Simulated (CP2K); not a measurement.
Consider hydroxyacetonitrile at its PBE geometry (Å).

```xyz
7

N     2.1833   -0.5623    0.1229
C     1.1284   -0.0757    0.0548
C    -0.2459    0.4361   -0.0253
O    -1.1571   -0.5694   -0.4718
H    -0.2949    1.2471   -0.7643
H    -0.5309    0.8569    0.9548
H    -1.0829   -1.3326    0.1289
```

Method: CP2K XAS_TDP, all-electron GAPW, PBEh(45%), aug-cc-pVDZ, TDA, GW2X-corrected core level, no relativity.

Predict the bright core excitations at the C K edge.

Leading lines: C2 288.96 eV and C3 291.68 eV. The leading line of an atom is its first one with 35 % of the strongest within 2.5 eV of its lowest line over the strength cut. Core ionisation energies at this level: C2 294.25 and C3 295.56 eV.

The first six lines of each atom with a strength over 0.0015:

| atom | energy (eV) | states | strength, one atom | above the computed threshold |
| --- | --- | --- | --- | --- |
| C2 (bonded to C and N) | 288.96 | 1 | 0.0479 |  |
|  | 289.27 | 1 | 0.0554 |  |
|  | 292.82 | 1 | 0.0049 |  |
|  | 293.68 | 1 | 0.0020 |  |
|  | 294.27 | 1 | 0.0062 | yes |
|  | 294.49 | 1 | 0.0027 | yes |
| C3 (bonded to C, O and 2 H) | 291.68 | 1 | 0.0227 |  |
|  | 292.91 | 1 | 0.0111 |  |
|  | 293.10 | 1 | 0.0031 |  |
|  | 293.83 | 1 | 0.0145 |  |
|  | 294.16 | 1 | 0.0249 |  |
|  | 294.88 | 1 | 0.0215 |  |

Lines are vertical, at one geometry, with no vibrational structure. GW2X ionisation energies and lines can be off by 1 to 2 eV either way, and a good line position may hide errors that cancel. These values hold no scalar relativity, about 0.1 eV for C 1s. Rydberg lines, and the discretised continuum above threshold, depend on the basis and the box.

[Banner, clock and machine lines of the logs are left out without a mark of their own.]

[Logs are printed without paths, hosts, clocks, repeated set-up lines and the standing remarks that a program may print on its own settings, such as how far it seeks lower states.]

[Hosts, paths, dates, database ids (printed as entryN), source tags and the programs' standing remarks are cut or masked in the printed files.]
